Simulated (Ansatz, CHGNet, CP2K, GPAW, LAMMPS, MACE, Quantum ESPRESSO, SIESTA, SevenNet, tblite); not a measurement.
**Glassy 55SiO2-25B2O3-10CaO-10K2O (mol %) (68 atoms), the geometry as built**

68 atoms (11 Si, 10 B, 2 Ca, 4 K, 41 O) placed at random at 2.27 g/cm³, melted at 3000 K for 20 ps at fixed volume with the Buckingham and Coulomb pair potential of Guillot and Sator (Geochim. Cosmochim. Acta 71, 1249 (2007)) with the boron terms of Wang et al. (J. Non-Cryst. Solids 498, 294 (2018)). Quenched from 3000 K to 300 K at 20 K/ps and fixed volume, held 10 ps at zero pressure, then minimised at fixed cell.

This is the geometry as built. Method: Kohn-Sham DFT, LDA, PAW, atomic orbitals (dzp); LCAO dzp; h 0.18 Å; levels smeared at 580 K; its forces lie 21 % r.m.s. from those of plane-wave PBE on this cell (GPAW 26.7.0); Γ point; density 2.43 g/cm³.

Extended XYZ; positions in Å, forces in eV/Å:

```xyz
68
Lattice="9.642 0.000 0.000 0.000 9.642 0.000 0.000 0.000 9.642" Properties=species:S:1:pos:R:3:forces:R:3 pbc="T T T"
Si 5.224 4.626 4.673 0.277 -0.819 0.601
Si 7.032 7.914 6.410 1.842 -0.374 -1.518
Si 1.404 1.451 7.467 -3.115 -0.969 -0.278
Si 0.803 5.908 6.431 -0.919 0.116 -0.499
Si 7.255 4.352 8.878 0.894 1.094 -1.333
Si 2.187 1.985 4.519 -0.635 2.243 0.034
Si 6.912 2.279 1.709 0.549 -1.059 1.891
Si 8.779 1.623 4.188 -1.496 -0.410 1.528
Si 7.558 8.932 1.624 1.540 -1.016 0.965
Si 5.113 5.951 7.635 0.486 -0.685 -1.206
Si 0.504 6.447 2.667 -1.813 0.323 -0.423
B 1.800 1.392 0.594 -2.357 1.308 1.492
B 2.404 5.002 4.189 -1.309 -0.350 2.516
B 6.611 9.363 4.145 0.775 2.236 -0.642
B 9.499 8.453 7.510 -0.553 -1.839 1.507
B 0.838 9.064 2.031 -2.254 0.331 -1.083
B 8.709 6.870 0.058 0.729 2.734 -1.340
B 4.923 1.998 3.570 2.186 -1.762 1.392
B 8.934 3.383 6.663 1.189 0.181 -1.286
B 7.717 5.934 4.376 0.068 1.511 1.056
B 2.584 5.714 8.678 -0.385 -1.655 0.607
Ca 0.431 4.232 0.003 0.835 0.020 -0.227
Ca 3.221 3.706 2.059 -0.773 -0.271 -0.555
K 4.470 9.223 9.273 -0.199 0.017 -0.086
K 4.403 7.110 1.825 0.187 -0.658 0.565
K 3.171 8.435 5.071 -0.342 -0.231 0.128
K 5.827 1.495 7.091 0.916 0.559 -1.156
O 0.361 7.467 6.533 0.764 -0.113 -1.036
O 5.722 0.821 3.788 -1.301 0.207 -0.080
O 7.336 3.345 0.528 0.003 -0.165 0.288
O 7.780 3.564 7.558 -0.994 -0.701 0.571
O 8.627 2.541 5.522 -0.619 0.351 0.355
O 1.986 5.834 5.298 1.027 0.787 -0.575
O 0.758 1.367 4.011 0.864 -0.855 -0.752
O 1.663 5.365 2.981 1.048 -0.584 -1.004
O 2.224 1.518 8.909 1.822 -0.268 -0.056
O 6.021 7.287 7.536 -1.199 0.664 1.405
O 2.327 1.538 6.104 1.749 -0.813 0.229
O 9.391 4.693 6.195 -0.231 0.129 -0.028
O 5.144 3.005 4.609 0.211 0.286 1.013
O 5.730 4.876 8.688 -1.007 -0.466 0.817
O 3.482 1.679 3.545 -0.810 -0.877 -0.713
O 1.469 5.504 7.885 1.044 -0.464 2.207
O 2.138 3.604 4.494 -0.085 0.275 -0.626
O 3.862 5.139 3.906 0.017 1.279 -1.854
O 7.590 7.632 0.648 -1.888 0.216 0.227
O 3.647 6.431 8.143 0.336 1.319 0.113
O 9.611 6.384 1.128 0.910 -1.475 0.055
O 5.084 5.203 6.193 -0.329 -0.166 0.286
O 9.453 7.763 8.817 0.419 -0.322 0.805
O 2.717 5.068 0.245 -0.287 0.456 -0.566
O 1.195 7.943 2.777 1.592 1.118 0.303
O 1.366 2.522 1.258 1.171 -0.452 -0.735
O 8.124 8.824 7.149 -0.922 0.699 -0.208
O 8.209 5.664 9.024 0.144 -1.108 0.184
O 7.952 0.242 4.435 0.661 -0.181 0.331
O 0.694 0.000 7.525 0.698 0.285 -0.181
O 0.377 2.726 7.466 0.442 0.387 1.372
O 6.093 8.686 5.324 -1.482 0.380 0.545
O 7.568 6.639 5.568 0.517 -1.151 -0.955
O 6.894 0.723 1.119 -0.915 0.155 -1.562
O 1.737 0.154 1.246 0.931 -0.805 0.132
O 8.041 2.314 2.890 0.099 1.102 -1.017
O 6.618 5.155 3.995 0.443 0.152 -0.848
O 6.751 8.477 2.976 -0.917 -0.916 -0.398
O 8.845 6.154 3.598 -0.829 -0.502 0.669
O 9.117 9.318 1.908 1.859 0.521 0.168
O 5.384 2.600 2.270 -1.129 0.952 -1.208
```

The quench rate of 20 K/ps is many orders above laboratory rates, so the cell is likely richer in defects and strain than a real sample. The network of bonds at the start is that of the classical potential that made the cell, and needn't be the one that DFT or experiment would give. Only the Γ point is sampled, in a cell whose shortest periodic width is 10 Å.

The r.m.s. force component is 1.00 eV/Å; the longest force, 3.27 eV/Å, acts on Si3.

[Logs are printed without paths, hosts, clocks, repeated set-up lines and the standing remarks that a program may print on its own settings, such as how far it seeks lower states.]

[Hosts, paths, dates, database ids (printed as entryN), source tags and the programs' standing remarks are cut or masked in the printed files.]
